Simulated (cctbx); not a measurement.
# MnInSiO5 with cctbx, script by script

Library: cctbx 2025.11. The data are simulated by the first script.

## 1. Simulate the data

run.py:

```python
from cctbx import adptbx, crystal, miller, sgtbx, xray
from cctbx.array_family import flex
from iotbx.shelx import hklf
from scitbx import matrix
import scitbx.random

cs = crystal.symmetry(unit_cell=(6.932, 8.428, 7.363, 90, 115.86, 90), space_group_symbol='Hall: -C 2yc')  # C2/c
atoms = [  # label, site, U (iso, or U11 U22 U33 U12 U13 U23 in A^2), occupancy
    ("In1", (0.5, 0.6614, 0.25), (0.0124, 0.0120, 0.0114, 0.0000, 0.0047, 0.0000), 1),
    ("Mn1", (0.5, 0, 0), (0.0116, 0.0105, 0.0126, -0.0009, 0.0062, -0.0019), 1),
    ("Si1", (0.5, 0.321, 0.25), (0.0172, 0.0173, 0.0177, 0.0000, 0.0076, 0.0000), 1),
    ("O1", (0.5, 0.0777, 0.75), (0.0184, 0.0174, 0.0193, 0.0000, 0.0089, 0.0000), 1),
    ("O2", (0.1826, 0.0483, 0.9101), (0.0191, 0.0147, 0.0173, -0.0003, 0.0069, -0.0016), 1),
    ("O3", (0.3959, 0.2142, 0.3864), (0.0177, 0.0206, 0.0223, -0.0032, 0.0088, -0.0004), 1),
]
xs = xray.structure(crystal_symmetry=cs)
for label, site, u, occ in atoms:
    u = adptbx.u_cif_as_u_star(cs.unit_cell(), u) if isinstance(u, tuple) else u
    xs.add_scatterer(xray.scatterer(label, site=site, u=u, occupancy=occ))
xs.set_inelastic_form_factors(0.56087, "sasaki")
xs.show_summary()
p1 = xs.expand_to_p1()
ms = miller.build_set(p1, anomalous_flag=True, d_min=1.1)
flex.set_random_seed(196237)
scitbx.random.set_random_seed(196237)
ms = ms.select(flex.random_double(ms.size()) < 0.5)
i = ms.structure_factors_from_scatterers(p1, algorithm="direct").f_calc().as_intensity_array().data()
i = i * 40000 / flex.max(i)
sig = flex.sqrt(i + flex.pow2(0.03 * i) + 2 ** 2)
noise = scitbx.random.variate(scitbx.random.normal_distribution())(i.size())
data = ms.array(data=i + sig * noise, sigmas=sig).set_observation_type_xray_intensity()
with open("data.hkl", "w") as f:
    data.export_as_shelx_hklf(f)
print("reflections written:", data.size(), " <I/sigma> = %.1f" % flex.mean(data.data() / data.sigmas()))
for h, a, b in list(data.sort("data"))[:12]:
    print("%4d%4d%4d %9.1f %7.1f" % (h + (a, b)))
```

```console
$ python run.py
```

```text
Number of scatterers: 6
At special positions: 4
Unit cell: (6.932, 8.428, 7.363, 90, 115.86, 90)
Space group: C 1 2/c 1 (No. 15)
reflections written: 607  <I/sigma> = 11.2
  -2   0   0   43517.5  1216.6
  -4   0   4   32508.7   961.1
   4   0  -4   29344.2   961.1
  -3  -3   0   27185.3   818.3
  -2   0   4   26977.2   821.8
   3  -3   0   26304.4   818.3
   1  -3   0   25984.4   794.0
  -1  -3   4   24116.1   735.5
   1  -1  -2   20753.6   627.7
   1   1  -2   20302.6   627.7
  -1   1   2   20188.8   627.7
  -1  -1   2   19872.5   627.7
```

Run time: 0.46 s on 1 thread of Arm Neoverse N1, with other jobs on the host, peak memory 0.07 GiB.

## 2. Refinement (right model)

run.py:

```python
import math
from cctbx import adptbx, crystal, maptbx, sgtbx, xray
from cctbx.array_family import flex
from cctbx.xray import observations
from iotbx.shelx import hklf
from scitbx.lstbx import normal_eqns_solving
from smtbx import absolute_structure, utils
from smtbx.refinement import constraints, least_squares

cs = crystal.symmetry(unit_cell=(6.932, 8.428, 7.363, 90, 115.86, 90), space_group_symbol='Hall: -C 2yc')  # C2/c
atoms = [  # label, site, U (iso, or U11 U22 U33 U12 U13 U23 in A^2), occupancy
    ("In1", (0.5, 0.6596, 0.25), 0.0200, 1),
    ("Mn1", (0.5, 0, 0), 0.0200, 1),
    ("Si1", (0.5, 0.3197, 0.25), 0.0200, 1),
    ("O1", (0.5, 0.0751, 0.75), 0.0200, 1),
    ("O2", (0.1854, 0.0504, 0.9121), 0.0200, 1),
    ("O3", (0.3949, 0.2164, 0.3887), 0.0200, 1),
]
xs = xray.structure(crystal_symmetry=cs)
for label, site, u, occ in atoms:
    u = adptbx.u_cif_as_u_star(cs.unit_cell(), u) if isinstance(u, tuple) else u
    xs.add_scatterer(xray.scatterer(label, site=site, u=u, occupancy=occ))
xs.set_inelastic_form_factors(0.56087, "sasaki")
raw = hklf.reader(file_name="data.hkl").as_miller_arrays(crystal_symmetry=cs, anomalous=True)[0]
merged = raw.eliminate_sys_absent().merge_equivalents()
fo2 = merged.array().set_observation_type_xray_intensity()
print("Rint %.3f, %d unique reflections to %.2f A" % (merged.r_int(), fo2.size(), fo2.d_min()))
for sc in xs.scatterers():
    sc.flags.set_grad_site(True)
    sc.flags.set_grad_u_aniso(sc.flags.use_u_aniso())
    sc.flags.set_grad_u_iso(sc.flags.use_u_iso())
obs = fo2.as_xray_observations()
extra = {}
rep = constraints.reparametrisation(xs, [], utils.connectivity_table(xs), **extra)
ls = least_squares.crystallographic_ls(obs, rep, weighting_scheme=least_squares.mainstream_shelx_weighting(a=0, b=0))
print("cycle     R1     wR2    GooF  max shift (A)")
for cycle in range(8):
    ls.build_up()
    r1, wr2, goof = ls.r1_factor(cutoff_factor=2)[0], ls.wR2(), ls.goof()
    old = xs.sites_cart()
    normal_eqns_solving.levenberg_marquardt_iterations(ls, n_max_iterations=3, tau=1e-06, step_threshold=1e-7)
    big = flex.max((xs.sites_cart() - old).norms())
    print("%4d %7.4f %7.4f %7.3f %9.5f" % (cycle + 1, r1, wr2, goof, big))
    ls.build_up(objective_only=True)
    if abs(ls.wR2() - wr2) < 5e-5 and big < 5e-4:
        break
ls.build_up()
print("final R1 %.4f wR2 %.4f GooF %.3f  parameters %d  data/parameter %.1f" % (ls.r1_factor(cutoff_factor=2)[0], ls.wR2(), ls.goof(), ls.n_parameters, fo2.size() / ls.n_parameters))
cov = ls.covariance_matrix_and_annotations()
su = dict(zip(cov.annotations, (math.sqrt(max(v, 0)) for v in cov.matrix.matrix_packed_u_diagonal())))
a2 = cs.unit_cell().reciprocal_parameters()[0] ** -2
print("atom        x        y        z      Ueq    occ   su(xyz)  su(Uiso or U11)")
for sc in xs.scatterers():
    s = max(su.get(sc.label + k, 0) for k in (".x", ".y", ".z"))
    npd = "" if sc.is_positive_definite_u(cs.unit_cell()) else "  NPD"
    print("%-5s %8.5f %8.5f %8.5f %8.4f %6.3f %8.5f %7.4f%s" % ((sc.label,) + sc.site + (sc.u_iso_or_equiv(cs.unit_cell()), sc.occupancy, s, su.get(sc.label + ".uiso", su.get(sc.label + ".u11", 0) * a2), npd)))
fo = fo2.f_sq_as_f()
fc = fo.structure_factors_from_scatterers(xs, algorithm="direct").f_calc()
diff = fo.f_obs_minus_f_calc(1 / math.sqrt(ls.scale_factor()), fc).average_bijvoet_mates()
m = diff.fft_map(symmetry_flags=maptbx.use_space_group_symmetry, resolution_factor=0.25).apply_volume_scaling()
print("difference map: max %.2f min %.2f rms %.2f" % (m.statistics().max(), m.statistics().min(), m.statistics().sigma()))
peaks = m.peak_search(parameters=maptbx.peak_search_parameters(min_distance_sym_equiv=0.6, max_clusters=6)).all()
near = xs.closest_distances(peaks.sites(), distance_cutoff=4)
sps = cs.special_position_settings(min_distance_sym_equiv=0.5)
for k, (x, h) in enumerate(zip(peaks.sites(), peaks.heights())):
    ss = sps.site_symmetry(x)
    print("Q%-3d %7.4f %7.4f %7.4f %4d %7.2f  %.2f A from %s" % ((k + 1,) + tuple(t % 1 for t in ss.exact_site()) + (ss.multiplicity(), h, near.smallest_distances[k], xs.scatterers()[near.i_seqs[k]].label)))
```

```console
$ python run.py
```

```text
Rint 0.023, 146 unique reflections to 1.10 A
cycle     R1     wR2    GooF  max shift (A)
   1  0.0482  0.1597   5.650   0.02719
   2  0.0132  0.0346   1.224   0.00008
final R1 0.0132 wR2 0.0346 GooF 1.224  parameters 15  data/parameter 9.7
atom        x        y        z      Ueq    occ   su(xyz)  su(Uiso or U11)
In1    0.50000  0.66136  0.25000   0.0117  1.000  0.00005  0.0004
Mn1    0.50000  0.00000  0.00000   0.0111  1.000  0.00000  0.0005
Si1    0.50000  0.32108  0.25000   0.0171  1.000  0.00023  0.0007
O1     0.50000  0.07758  0.75000   0.0196  1.000  0.00055  0.0012
O2     0.18250  0.04807  0.91020   0.0164  1.000  0.00051  0.0008
O3     0.39535  0.21432  0.38618   0.0209  1.000  0.00050  0.0009
difference map: max 0.27 min -0.27 rms 0.09
Q1    0.0539  0.4468  0.0721    8    0.29  0.67 A from Mn1
Q2    0.0835  0.1447  0.2170    8    0.28  0.73 A from In1
Q3    0.0000  0.4728  0.2500    4    0.27  0.42 A from O1
Q4    0.0767  0.0307  0.9377    8    0.23  0.85 A from O2
Q5    0.1064  0.1869  0.9173    8    0.23  1.13 A from Si1
Q6    0.0041  0.1589  0.0256    8    0.23  1.45 A from O3
```

Time: 0.64 s.

## 3. Simulate the data

run.py, as its changes from the last script of this kind:

```diff
@@ -23 +23 @@
-ms = miller.build_set(p1, anomalous_flag=True, d_min=1.1)
+ms = miller.build_set(p1, anomalous_flag=True, d_min=0.84)
```

```console
$ python run.py
```

```text
Number of scatterers: 6
At special positions: 4
Unit cell: (6.932, 8.428, 7.363, 90, 115.86, 90)
Space group: C 1 2/c 1 (No. 15)
reflections written: 1343  <I/sigma> = 10.7
   2   0   0   39848.9  1216.6
   4   0  -4   32678.1   961.1
  -4   0   4   32592.7   961.1
  -3  -3   0   27244.6   818.3
  -1   3   0   26721.0   794.0
   2   0  -4   26038.8   821.8
   1   3  -4   24382.9   735.5
  -1   3   4   24368.9   735.5
  -1   1   2   21885.1   627.7
   1  -1  -2   20712.1   627.7
   1   1  -2   19330.4   627.7
   2   0   4   17632.9   522.1
```

Time: 0.44 s.

## 4. Refinement (right model)

run.py, as its changes from the last script of this kind:

```diff
@@ -12 +12 @@
-    ("In1", (0.5, 0.6596, 0.25), 0.0200, 1),
+    ("In1", (0.5, 0.6632, 0.25), 0.0200, 1),
@@ -14,4 +14,4 @@
-    ("Si1", (0.5, 0.3197, 0.25), 0.0200, 1),
-    ("O1", (0.5, 0.0751, 0.75), 0.0200, 1),
-    ("O2", (0.1854, 0.0504, 0.9121), 0.0200, 1),
-    ("O3", (0.3949, 0.2164, 0.3887), 0.0200, 1),
+    ("Si1", (0.5, 0.3202, 0.25), 0.0200, 1),
+    ("O1", (0.5, 0.0795, 0.75), 0.0200, 1),
+    ("O2", (0.1844, 0.05, 0.9103), 0.0200, 1),
+    ("O3", (0.3953, 0.2113, 0.3837), 0.0200, 1),
@@ -23,0 +24 @@
+xs.convert_to_anisotropic()
```

```console
$ python run.py
```

```text
Rint 0.017, 324 unique reflections to 0.84 A
cycle     R1     wR2    GooF  max shift (A)
   1  0.0686  0.1952   6.759   0.02862
   2  0.0105  0.0260   0.901   0.00025
final R1 0.0105 wR2 0.0260 GooF 0.901  parameters 39  data/parameter 8.3
atom        x        y        z      Ueq    occ   su(xyz)  su(Uiso or U11)
In1    0.50000  0.66141  0.25000   0.0122  1.000  0.00002  0.0002
Mn1    0.50000  0.00000  0.00000   0.0114  1.000  0.00000  0.0003
Si1    0.50000  0.32106  0.25000   0.0174  1.000  0.00011  0.0005
O1     0.50000  0.07731  0.75000   0.0181  1.000  0.00026  0.0011
O2     0.18247  0.04825  0.91048   0.0182  1.000  0.00025  0.0008
O3     0.39590  0.21397  0.38630   0.0211  1.000  0.00026  0.0009
difference map: max 0.33 min -0.33 rms 0.09
Q1    0.0000  0.4837  0.7500    4    0.33  0.79 A from O1
Q2    0.2054  0.1775  0.4709    8    0.32  1.63 A from In1
Q3    0.1465  0.3964  0.9011    8    0.25  1.45 A from O2
Q4    0.0901  0.4222  0.4024    8    0.24  1.02 A from O1
Q5    0.0296  0.1586  0.5171    8    0.24  1.27 A from O3
Q6    0.1328  0.2525  0.0550    8    0.23  1.59 A from O3
```

Time: 0.64 s.

## 5. Simulate the data

run.py, as its changes from the last script of this kind:

```diff
@@ -23 +23 @@
-ms = miller.build_set(p1, anomalous_flag=True, d_min=0.84)
+ms = miller.build_set(p1, anomalous_flag=True, d_min=0.6)
```

```console
$ python run.py
```

```text
Number of scatterers: 6
At special positions: 4
Unit cell: (6.932, 8.428, 7.363, 90, 115.86, 90)
Space group: C 1 2/c 1 (No. 15)
reflections written: 3779  <I/sigma> = 8.8
  -2   0   0   39719.7  1216.6
   2   0   0   39476.9  1216.6
   4   0  -4   30086.7   961.1
   2   0  -4   27792.1   821.8
   1  -3   0   27280.5   794.0
  -1  -3   0   26162.5   794.0
   3   3   0   26090.9   818.3
  -3  -3   0   26011.8   818.3
  -1   3   0   24469.5   794.0
   1  -3  -4   24027.4   735.5
  -1   3   4   23581.4   735.5
   1  -1  -2   20588.3   627.7
```

Time: 0.44 s.

## 6. Refinement (right model)

run.py, as its changes from the last script of this kind:

```diff
@@ -12 +12 @@
-    ("In1", (0.5, 0.6632, 0.25), 0.0200, 1),
+    ("In1", (0.5, 0.6633, 0.25), 0.0200, 1),
@@ -14,4 +14,4 @@
-    ("Si1", (0.5, 0.3202, 0.25), 0.0200, 1),
-    ("O1", (0.5, 0.0795, 0.75), 0.0200, 1),
-    ("O2", (0.1844, 0.05, 0.9103), 0.0200, 1),
-    ("O3", (0.3953, 0.2113, 0.3837), 0.0200, 1),
+    ("Si1", (0.5, 0.322, 0.25), 0.0200, 1),
+    ("O1", (0.5, 0.0744, 0.75), 0.0200, 1),
+    ("O2", (0.1841, 0.0465, 0.9138), 0.0200, 1),
+    ("O3", (0.3984, 0.2134, 0.3853), 0.0200, 1),
```

```console
$ python run.py
```

```text
Rint 0.024, 889 unique reflections to 0.60 A
cycle     R1     wR2    GooF  max shift (A)
   1  0.1209  0.2888   7.873   0.03156
   2  0.0133  0.0334   0.912   0.00004
final R1 0.0133 wR2 0.0334 GooF 0.912  parameters 39  data/parameter 22.8
atom        x        y        z      Ueq    occ   su(xyz)  su(Uiso or U11)
In1    0.50000  0.66140  0.25000   0.0122  1.000  0.00001  0.0001
Mn1    0.50000  0.00000  0.00000   0.0113  1.000  0.00000  0.0001
Si1    0.50000  0.32114  0.25000   0.0175  1.000  0.00007  0.0002
O1     0.50000  0.07758  0.75000   0.0184  1.000  0.00019  0.0006
O2     0.18227  0.04843  0.90972   0.0175  1.000  0.00018  0.0004
O3     0.39553  0.21417  0.38633   0.0201  1.000  0.00018  0.0004
difference map: max 0.45 min -0.46 rms 0.13
Q1    0.0634  0.3655  0.6440    8    0.45  0.80 A from O3
Q2    0.0720  0.1082  0.2643    8    0.42  0.64 A from In1
Q3    0.2239  0.2052  0.3063    8    0.41  1.08 A from O3
Q4    0.0599  0.1690  0.9296    8    0.39  1.20 A from Si1
Q5    0.1654  0.2358  0.9716    8    0.39  1.60 A from Si1
Q6    0.1581  0.4931  0.0803    8    0.38  0.99 A from Mn1
```

Run time: 0.71 s on 1 thread of Arm Neoverse N1, with other jobs on the host, peak memory 0.09 GiB.

[Logs are printed without paths, hosts, clocks, repeated set-up lines and the standing remarks that a program may print on its own settings, such as how far it seeks lower states.]
